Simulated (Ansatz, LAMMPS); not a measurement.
## Electronic structure of liquid K(F,Br) at 930 K (94 atoms)

Wanted: forces, charges and levels of liquid K(F,Br) at 930 K (94 atoms).

Program: Ansatz 0.2.0. Level of theory: Kohn-Sham DFT, r2SCAN, PAW (set soft_2), plane waves. Results are calculated unless marked as measured.

## 1. Set-up

The cell holds 94 atoms: 47 K, 18 F and 29 Br. Cell: a = 15.225 Å, b = 15.225 Å, c = 15.225 Å, α = 90.0°, β = 90.0°, γ = 90.0°. 94 atoms (47 K, 18 F, 29 Br) placed at random at 2.12 g/cm³, melted at 1800 K for 10 ps at fixed volume with the Lennard-Jones and Coulomb ion parameters for SPC/E (Joung and Cheatham, J. Phys. Chem. B 112, 9020 (2008)), full charges. Snapshot at the end of a hold of 20 ps at 930 K and fixed volume.

What the set-up can't give: The network of bonds at the start is that of the classical potential that made the cell, and needn't be the one that DFT or experiment would give. The ion parameters were fitted for water, not for melts, so the starting structure of this cell may lie well off the real melt's. Sampling is at Γ alone, for a cell whose shortest periodic width is 15 Å.

## 2. How the cell was made

A classical potential supplies the starting structure, since it reaches far longer times than DFT.

This step: classical MD, Lennard-Jones and Coulomb ion parameters for SPC/E (Joung and Cheatham, J. Phys. Chem. B 112, 9020 (2008)), full charges (LAMMPS 22 Jul 2025 - Update 4).

Contents of in.lmp:

```
# melt-quench of K47F18Br29
units metal
atom_style charge
boundary p p p
region box block 0 15.2246 0 15.2246 0 15.2246
create_box 3 box
mass 1 39.0983   # K
mass 2 18.9984   # F
mass 3 79.9040   # Br
create_atoms 1 random 47 495313 NULL overlap 2.2 maxtry 2000
create_atoms 2 random 18 495320 NULL overlap 2.2 maxtry 2000
create_atoms 3 random 29 495327 NULL overlap 2.2 maxtry 2000
pair_style lj/cut/coul/long 9.0
pair_modify mix arithmetic tail yes
pair_coeff 1 1 0.018634 2.8384   # K
pair_coeff 2 2 0.000321 4.0215   # F
pair_coeff 3 3 0.001169 4.9017   # Br
set type 1 charge 1
set type 2 charge -1
set type 3 charge -1
kspace_style pppm 1.0e-4
neigh_modify delay 0 every 1 check yes
thermo_style custom step time temp pe press density
thermo_modify norm yes
timestep 0.002
thermo 100
min_style cg
minimize 1e-4 1e-4 200 2000
reset_timestep 0
velocity all create 1800 495314 mom yes dist gaussian
fix lim all nve/limit 0.05
fix lan all langevin 1800 1800 0.2 495315 zero yes
thermo 500
run 1000 post no
# [... 10 lines left out ...]
compute msd all msd com yes
thermo 2500
fix md all nvt temp 930 930 0.2
run 10000 post no
print "== T930: mean square displacement over the hold $(c_msd[4]:%.2f) A^2"
unfix md
uncompute msd
write_dump all custom T930.dump id type xs ys zs modify sort id
```

On the command line:

```
$ lmp -in in.lmp -log none -nocite
```

The program printed:

```text
LAMMPS (22 Jul 2025 - Update 4)
Created orthogonal box = (0 0 0) to (15.2246 15.2246 15.2246)
Created 47 atoms
Created 18 atoms
Created 29 atoms
PPPM initialization ...
  G vector (1/distance) = 0.30551746
  grid = 10 10 10
  estimated relative force accuracy = 7.9972722e-05
   Step          Time           Temp          PotEng         Press         Density
         0   0              0              2.3737931      617885.64      2.116
       100   0.2            0             -3.6877668     -3082.7153      2.116
       101   0.202          0             -3.6880208     -3080.0995      2.116
Loop time of 0.0270371 s on 1 MPI rank(s) for 101 steps with 94 atoms
[... 20 lines left out ...]
Loop time of 0.900297 s on 1 MPI rank(s) for 5000 steps with 94 atoms
   Step          Time           Temp          PotEng         Press         Density
[... 5 lines left out ...]
Loop time of 0.445055 s on 1 MPI rank(s) for 2500 steps with 94 atoms
   Step          Time           Temp          PotEng         Press         Density
[... 2 lines left out ...]
     12500   25             735.65331     -3.6005549      1295.2005      2.116
     15000   30             1002.0871     -3.5834499     -532.21046      2.116
     17500   35             942.78549     -3.6008161     -1077.2648      2.116
     18500   37             917.40398     -3.5864324      3111.7695      2.116
Loop time of 1.73648 s on 1 MPI rank(s) for 10000 steps with 94 atoms
== T930: mean square displacement over the hold 17.70 A^2
```

Run time: 3.4 s. Hardware: 1 thread of Arm Neoverse V2, shared host; peak memory 0.075 GiB.

## 3. Plane-wave single point

One self-consistent run at the given positions yields energy and forces.

Contents of input.yaml:

```yaml
crystal:
  lattice:
    - [15.2246, 0.0, 0.0]
    - [0.0, 15.2246, 0.0]
    - [0.0, 0.0, 15.2246]
  atoms:
    - { symbol: K, position: [0.50621, 0.28824, 0.48852] }
    - { symbol: K, position: [0.86433, 0.66925, 0.48783] }
    - { symbol: K, position: [0.43738, 0.38436, 0.12914] }
    - { symbol: K, position: [0.95309, 0.29772, 0.16028] }
    - { symbol: K, position: [0.07677, 0.29544, 0.68544] }
    - { symbol: K, position: [0.76969, 0.05058, 0.84636] }
    - { symbol: K, position: [0.84228, 0.62699, 0.173] }
    - { symbol: K, position: [0.00134, 0.90089, 0.02095] }
    - { symbol: K, position: [0.50457, 0.61899, 0.12667] }
    - { symbol: K, position: [0.90212, 0.334, 0.5155] }
    - { symbol: K, position: [0.6255, 0.7061, 0.2962] }
    - { symbol: K, position: [0.71635, 0.4424, 0.32319] }
    - { symbol: K, position: [0.07573, 0.64877, 0.70184] }
    - { symbol: K, position: [0.78188, 0.37254, 0.76957] }
    - { symbol: K, position: [0.34627, 0.68235, 0.28248] }
    - { symbol: K, position: [0.93928, 0.43528, 0.93001] }
    - { symbol: K, position: [0.69315, 0.44536, 0.08269] }
    - { symbol: K, position: [0.34283, 0.87667, 0.03866] }
    - { symbol: K, position: [0.19927, 0.38003, 0.35408] }
    - { symbol: K, position: [0.15167, 0.91578, 0.82362] }
    - { symbol: K, position: [0.582, 0.20743, 0.9551] }
    - { symbol: K, position: [0.32389, 0.66525, 0.84178] }
    - { symbol: K, position: [0.9248, 0.94116, 0.68254] }
    - { symbol: K, position: [0.34967, 0.10938, 0.03858] }
    - { symbol: K, position: [0.99117, 0.13855, 0.90079] }
    - { symbol: K, position: [0.98476, 0.499, 0.31589] }
    - { symbol: K, position: [0.20371, 0.29178, 0.88081] }
    - { symbol: K, position: [0.59573, 0.60052, 0.55397] }
    - { symbol: K, position: [0.74255, 0.17869, 0.22451] }
    - { symbol: K, position: [0.86708, 0.6712, 0.88144] }
    - { symbol: K, position: [0.90593, 0.91304, 0.28118] }
    - { symbol: K, position: [0.08089, 0.79442, 0.30714] }
    - { symbol: K, position: [0.63088, 0.81236, 0.83992] }
    - { symbol: K, position: [0.61849, 0.90338, 0.07699] }
    - { symbol: K, position: [0.44092, 0.4805, 0.88346] }
    - { symbol: K, position: [0.13294, 0.70011, 0.10114] }
    - { symbol: K, position: [0.2956, 0.81314, 0.56594] }
    - { symbol: K, position: [0.28969, 0.52354, 0.52218] }
    - { symbol: K, position: [0.11464, 0.19144, 0.38243] }
    - { symbol: K, position: [0.51735, 0.01843, 0.69475] }
    - { symbol: K, position: [0.70809, 0.12667, 0.58584] }
    - { symbol: K, position: [0.37795, 0.12734, 0.33097] }
    - { symbol: K, position: [0.45651, 0.93673, 0.3062] }
    - { symbol: K, position: [0.19264, 0.97433, 0.18042] }
    - { symbol: K, position: [0.36799, 0.29844, 0.7156] }
    - { symbol: K, position: [0.08898, 0.08307, 0.59594] }
    - { symbol: K, position: [0.69642, 0.87185, 0.54209] }
    - { symbol: F, position: [0.79668, 0.51266, 0.91971] }
    - { symbol: F, position: [0.24324, 0.78526, 0.19112] }
    - { symbol: F, position: [0.55296, 0.41391, 0.01349] }
    - { symbol: F, position: [0.04656, 0.25201, 0.52656] }
    - { symbol: F, position: [0.69057, 0.7256, 0.4622] }
    - { symbol: F, position: [0.7961, 0.35874, 0.20262] }
    - { symbol: F, position: [0.18943, 0.96276, 0.00218] }
    - { symbol: F, position: [0.22971, 0.69205, 0.66553] }
    - { symbol: F, position: [0.95227, 0.97143, 0.84545] }
    - { symbol: F, position: [0.04083, 0.29748, 0.87512] }
    - { symbol: F, position: [0.02748, 0.33238, 0.30476] }
    - { symbol: F, position: [0.35929, 0.00838, 0.17294] }
    - { symbol: F, position: [0.02802, 0.87588, 0.18413] }
    - { symbol: F, position: [0.67786, 0.58537, 0.18065] }
    - { symbol: F, position: [0.93071, 0.69058, 0.31353] }
    - { symbol: F, position: [0.83282, 0.50782, 0.414] }
    - { symbol: F, position: [0.48351, 0.762, 0.21361] }
    - { symbol: F, position: [0.6938, 0.98395, 0.69569] }
    - { symbol: Br, position: [0.5237, 0.04752, 0.49225] }
    - { symbol: Br, position: [0.42459, 0.67724, 0.48204] }
    - { symbol: Br, position: [0.57922, 0.0086, 0.89848] }
    - { symbol: Br, position: [0.46658, 0.49051, 0.69521] }
    - { symbol: Br, position: [0.89484, 0.16705, 0.70346] }
    - { symbol: Br, position: [0.18001, 0.12116, 0.7619] }
    - { symbol: Br, position: [0.22408, 0.20034, 0.20915] }
    - { symbol: Br, position: [0.54428, 0.15776, 0.14139] }
    - { symbol: Br, position: [0.46896, 0.44266, 0.32981] }
    - { symbol: Br, position: [0.92266, 0.07509, 0.11531] }
    - { symbol: Br, position: [0.25564, 0.97865, 0.38473] }
    - { symbol: Br, position: [0.88806, 0.98377, 0.4894] }
    - { symbol: Br, position: [0.09144, 0.86665, 0.5885] }
    [... 10 atom lines left out ...]
    - { symbol: Br, position: [0.91768, 0.48187, 0.67117] }
    - { symbol: Br, position: [0.31028, 0.56459, 0.08973] }
    - { symbol: Br, position: [0.15162, 0.58652, 0.38874] }
    - { symbol: Br, position: [0.79455, 0.74996, 0.69678] }
    - { symbol: Br, position: [0.00982, 0.51968, 0.09704] }
    - { symbol: Br, position: [0.57045, 0.2206, 0.71068] }
kpoints:
  mp_grid: { grid: [1, 1, 1] }
hamiltonian:
  xc: r2scan
scf:
  occupations: { method: gaussian, width: 0.05 }
output:
  forces: true
  stress: true
  populations: intrinsic
  dos:
    method: { smearing: { sigma: 0.15 } }
    de: 0.1
    projected: { site_lists: { Br: [Br], F: [F], K: [K] } }
  eigenvalues: true
  write_density: true
  write_potential: true
  volumetric_format: npy
```

On the command line:

```
$ ansatz run input.yaml --threads 8 --pin off --max-ram 15872MiB --backend cpu --events-out ev --progress --plain --runs-dir out
```

The program printed:

```text
Engine: ansatz 0.2.0, aarch64-unknown-linux-gnu
Pseudopotentials: kind: paw
Pseudopotential: K, paw, valence charge 9, recommended cutoff 500 eV (meta_gga), K.paw.azcp
Pseudopotential: F, paw, valence charge 7, recommended cutoff 500 eV (meta_gga), F.paw.azcp
Pseudopotential: Br, paw, valence charge 7, recommended cutoff 500 eV (meta_gga), Br.paw.azcp
[... 6 lines on functional and potentials left out ...]
Crystal: 94 atoms, lattice volume = 3528.886 Å³
Basis set: ecut = 500 eV, 89583 PW (Γ), exchange–correlation on 480×480×480 points (64 copies of the dense FFT grid, shifted against one another)
Bands: 470, of which v1, the nominal top of the filled ones, is band 376 counted from 1 (375 counted from 0)
Symmetry: 1 space group operations
Space group: P1 (ITA 1), of the structure as read, at distance tolerance 1.5e-4 Å
k-points: 1
[... 10 lines on functional and potentials left out ...]
Initial density: superposition of atomic densities (neutral atoms: chi_scale 0, normalization atom), corrected by the library's trained network
Initial wavefunctions: pseudopotential atomic-orbital guess
Functional: x = r2scan, c = r2scan; τ floored in thin density (d = 2e-4 eV/Å³)
SCF iter   1: F=—  HF=-168212.442158 eV  |F-HF|=—  |Δ(HF+E_count)|=         —  Δρ=4.23e-3  dr2=6.91e-1  dr2_τ=5.32e-1  ethr=1.77e-3  ⟨swp⟩=7.0  Hψ=1965  notcnv=0  defer=73
preconditioner: auto → Resta (q_TF=auto, 2.109 Å⁻¹)  ε∞=2.2  [insulator: Δε(μ)=3.831 eV  Ē_g=14.169 eV  σ=0.050 eV  W_gap=1.00  n_scr=586 (ndim 8)  ℏωp=15.6 eV  f_vac=0.229  D(μ)=0.00/eV (n_scr^D=0)  ε∞_Penn≈2.2]
SCF iter   2: F=—  HF=-168213.536259 eV  |F-HF|=—  |Δ(HF+E_count)|=    1.09e0  Δρ=2.09e-3  dr2=8.14e-2  dr2_τ=1.38e-2  ethr=9.20e-5  ⟨swp⟩=3.0  Hψ=882  notcnv=0  defer=87
SCF iter   3: F=—  HF=-168213.531103 eV  |F-HF|=—  |Δ(HF+E_count)|=   5.16e-3  Δρ=7.60e-4  dr2=2.23e-2  dr2_τ=1.27e-3  ethr=1.08e-5  ⟨swp⟩=2.0  Hψ=718  notcnv=0  defer=87
SCF iter   4: F=—  HF=-168213.529010 eV  |F-HF|=—  |Δ(HF+E_count)|=   2.09e-3  Δρ=2.20e-4  dr2=1.51e-3  dr2_τ=1.41e-4  ethr=2.97e-6  ⟨swp⟩=2.0  Hψ=700  notcnv=0  defer=87
SCF iter   5: F=—  HF=-168213.529613 eV  |F-HF|=—  |Δ(HF+E_count)|=   6.03e-4  Δρ=9.96e-5  dr2=2.61e-4  dr2_τ=2.63e-5  ethr=2.01e-7  ⟨swp⟩=2.0  Hψ=712  notcnv=0  defer=87
SCF iter   6: F=—  HF=-168213.529651 eV  |F-HF|=—  |Δ(HF+E_count)|=   3.76e-5  Δρ=4.38e-5  dr2=4.95e-5  dr2_τ=4.60e-6  ethr=3.47e-8  ⟨swp⟩=2.0  Hψ=712  notcnv=0  defer=87
SCF iter   7: F=—  HF=-168213.529705 eV  |F-HF|=—  |Δ(HF+E_count)|=   5.47e-5  Δρ=7.57e-6  dr2=2.97e-6  dr2_τ=3.61e-7  ethr=6.58e-9  ⟨swp⟩=2.0  Hψ=799  notcnv=0  defer=87
SCF iter   8: F=—  HF=-168213.529713 eV  |F-HF|=—  |Δ(HF+E_count)|=   7.21e-6  Δρ=2.87e-6  dr2=3.41e-7  dr2_τ=1.72e-8  ethr=3.95e-10  ⟨swp⟩=2.0  Hψ=712  notcnv=0  defer=87
SCF iter   9: F=—  HF=-168213.529713 eV  |F-HF|=—  |Δ(HF+E_count)|=   7.60e-7  Δρ=3.08e-6  dr2=2.16e-7  dr2_τ=1.82e-8  ethr=1.33e-11  ⟨swp⟩=24.0  Hψ=4355  notcnv=0
SCF iter  10: F=-168213.529713 eV  HF=-168213.529713 eV  |F-HF|=1.52e-8  |Δ(HF+E_count)|=   2.82e-9  Δρ=3.80e-7  dr2=7.04e-9  dr2_τ=4.79e-10  ethr=1.33e-11  ⟨swp⟩=6.0  Hψ=2586  notcnv=0
SCF 1 converged in 10 iterations: F = -168213.529713 eV  dr2 = 7.04e-9
  greatest PAW one-centre occupation: 0.989 electrons in one spin orbital (limit 2), on the K atom at site 26 (counted from 0), in its partial waves of l = 0
WARN: The input density's exchange-correlation potential varies sharply where the density is thin. Do not read a vacuum level from v_tot or v_xc, or from such a field of the output density. On a cell that repeats whose density bears no net charge and no dipole along the vacuum's axis use v_es (v_loc + v_h of the components); [...]
SCF converged after 10 iterations
Free energy (F): -168213.529713 eV
Harris-Foulkes:  -168213.529713 eV  (|F-HF|=1.52e-8)
Internal energy: -168213.529713 eV  (E = F + TS)
E sigma→0 (E₀):  -168213.529713 eV
Fermi energy:    2.226125 eV
--- Per-component energies (eV) ---
  E_band       = -7987.375680
  E_kinetic    = 19574.564659
  E_local      = -58751.261534  (includes V_loc(G=0)·N_el)
  E_nonlocal   = 3918.951567
  E_hartree    = 21680.549434
  E_xc         = -15024.284212
  E_vxc        = -14239.397391  (∫ρ·V_xc dr)
  E_paw        = -106508.841866  (= ΣΔE_a)
  E_vpaw       = -2725.270208  (= ΣTr[D̂ρ^β])
  E_aug_tail   = 0.018391  (compensation charges beyond the density's cutoff)
  E_vtau       = 873.924897  (kinetic-family band-sum trace: ∫τ·v_τ [+ j·A + Jᵃ·Aᵃ] dr)
  E_ewald      = -33088.852788
  E_core_change = -14.373365  (= ΣΔE_core)
  E_smearing   = -0.000000  (= −TS)
  E_closure    = -0.000000  (closes the sum)
  Σ components = -168213.529713   (vs F -168213.529713, Δ=0.00e0)
--- Forces (eV/Å), atoms counted from 1 ---
  atom   1  K      0.16079524    -0.03276039     0.07200673
  atom   2  K     -0.28621649    -0.22792469    -0.43246088
  atom   3  K     -0.02844494    -0.25714292    -0.15328501
  atom   4  K     -0.09753596     0.10674651     0.07496513
  atom   5  K     -0.30966776     0.31575662     0.19144954
  atom   6  K      0.43717546    -0.13068095    -0.37789670
  atom   7  K     -0.05578108     0.32120210     0.11450178
  atom   8  K     -0.18136175     0.29843170    -0.26044836
  atom   9  K      0.46095153     0.01938024     0.09019515
  atom  10  K      0.10341469     0.08602252    -0.22977740
  atom  11  K      0.08151215     0.22234308     0.34767369
  atom  12  K      0.07007677     0.12981118    -0.17865527
  atom  13  K      0.37101754     0.02632699    -0.32408595
  atom  14  K     -0.27757597    -0.05866742     0.36455372
[...]
atom  93  Br    -0.01088624     0.12128679     0.37746917
  atom  94  Br    -0.10199216     0.33815150     0.02369341
  max |Σ_I F_I| component: 1.87e-4 eV/Å
--- Stress (GPa, compression-positive) ---
       -0.902081       0.080085      -0.040368
        0.080085      -1.089893      -0.131916
       -0.040368      -0.131916      -1.003046
  P = ⅓ Tr σ = -0.9983 GPa (-9.983 kbar)
--- Band table (eV) ---
  k-point 0: bands = ["-30.4978", "-30.4045", "-30.3813", "-30.2760", [... 454 levels ...], "7.8172", "7.8334", "7.8617", "7.8840", "7.9002", "7.9167", "7.9322", "7.9530", "7.9627", "8.0030", "8.0164", "8.0253"]
--- intrinsic populations: 94 sites ---
  site symbol       q [e]
     0      K      8.2262
     1      K      8.1516
     2      K      8.2111
[...]
93     Br      7.7535
  spilling = 0.000000 (of n_electrons = 752.000000)
```

Run time: 81 s. Hardware: 8 threads of Arm Neoverse V2, shared host; peak memory 10 GiB.

Reading the cycles: dr2 is the Hartree energy of the density residual (eV), the measure of convergence; HF is the Harris–Foulkes estimate of the energy, which meets the free energy F at convergence.

The program notes that the exchange-correlation potential is rough where the density is thin.

Numbers from this run:

```
free energy                                      : -168213.5297 eV
free energy per atom                             : -1789.5056 eV/atom
SCF cycles                                       : 10
pressure                                         : -0.9983 GPa
r.m.s. force component                           : 0.2811 eV/Å
longest force                                    : 1.099 eV/Å
Fermi energy                                     : 2.226 eV
gap (highest filled to lowest empty level) : 3.595 eV
```

Length of the force by element:

```tsv
element	coordination	atoms	mean length of the force (eV/Å)	spread	least	most
Br	all	29	0.378	0.184	0.116	0.820
F	all	18	0.341	0.115	0.124	0.525
K	all	47	0.497	0.263	0.103	1.10
```

Intrinsic-atomic-orbital charges by element:

```tsv
element	coordination	atoms	mean charge (e)	spread	least	most
Br	all	29	-0.753	0.0094	-0.773	-0.733
F	all	18	-0.892	0.0048	-0.900	-0.885
K	all	47	0.806	0.026	0.756	0.868
```

Density of states as counts of states in windows of 1 eV (from the Fermi level), total and the larger projections:

```tsv
from (eV)	to (eV)	total	Br p	F p	K s	Br s	K p
-18	-17	0.0	0.0	0.0	0.0	0.0	0.0
-17	-16	2.9	0.0	0.0	0.2	2.1	0.6
-16	-15	79.0	0.1	0.0	2.2	31.6	44.9
-15	-14	191.5	0.4	0.3	1.0	18.9	170.7
-14	-13	66.6	0.1	0.2	0.1	2.2	63.9
-13	-5	0.0	0.0	0.0	0.0	0.0	0.0
-5	-4	11.7	1.2	9.9	0.3	0.0	0.1
-4	-3	157.8	76.8	74.4	4.0	0.1	0.8
-3	-2	110.4	87.3	20.4	1.4	0.0	0.4
-2	-1	2.1	1.9	0.2	0.0	0.0	0.0
-1	1	0.0	0.0	0.0	0.0	0.0	0.0
1	2	1.9	0.0	0.0	1.5	0.2	0.0
2	3	9.7	0.5	0.1	7.3	0.6	0.1
3	4	30.7	1.3	0.3	19.6	1.0	0.2
4	5	66.7	1.2	0.3	21.3	0.5	0.1
```

Between -26 and -18 eV lie 36 more states.

The stored curve holds about 658 of the 752 electrons; the rest, give or take the few that broadening carries across the Fermi level, lie in deeper levels below its range.

The levels nearest the highest filled one (over half full), pooled over k-points and spins:

```tsv
level less the highest filled one (eV)	occupation
-0.532	2
-0.498	2
-0.483	2
-0.454	2
-0.403	2
0	2
3.59	0
4.35	0
4.53	0
4.62	0
4.69	0
4.71	0
```

Electrostatic potential energy in the ac plane at fractional y = 0.288, with atoms of K and F and Br within 0.2 Å of it. With pseudopotentials it is smooth inside the atoms' cores, unlike the true potential.

Ten even steps from '0' (-45 eV) to '9' (7 eV), each cell a mean:
```
9999999988999972002799998899999973014899999
9999998644689960000699998899999971003899999
6225996200268986446899999999999998678999999
7447997422478999999999999999999999999999999
9999999888889988899999999999999999999999999
9988889999998864468999999999999998899999999
8642368999998720016899998899999999999999999
8400047999998752247899998999999999999999999
8754478999999988888999999999999999999999999
9999999999999999999999999999999999999999999
9879999999754689999887788999999999998877899
9658999998200048998731137899999999998644689
9999999998300158998620026899852248998877899
9999999999877899999876578999710006999999999
9999998889999999999999999999963358999999999
9999998888999999999999999999999999999999999
9899999999999999999999999999999999999999999
9999999999999999999999999999999999999999999
8999999999999999999999999999999999999998777
6899999999999999999999999999999999999974102
6899999999999999999999999999999999999974102
8999999999999999999999999999999999999998767
9999999999999999999999999999999999999999999
9999999999999999888999999999999999889999999
```
Columns run along a (15.2 Å; values clipped at the 3rd and 97th percentile), rows up along c (15.2 Å). Atoms in or near the plane, at fractional coordinates: K at (0.51, 0.49), K at (0.95, 0.16), K at (0.08, 0.69), K at (0.20, 0.88), K at (0.37, 0.72), F at (0.04, 0.88), Br at (0.28, 0.50), Br at (0.39, 0.94).

[end of part 1 of 2]

[Logs are printed without paths, hosts, clocks, repeated set-up lines and the standing remarks that a program may print on its own settings, such as how far it seeks lower states.]

[Hosts, paths, dates, database ids (printed as entryN), source tags and the programs' standing remarks are cut or masked in the printed files.]
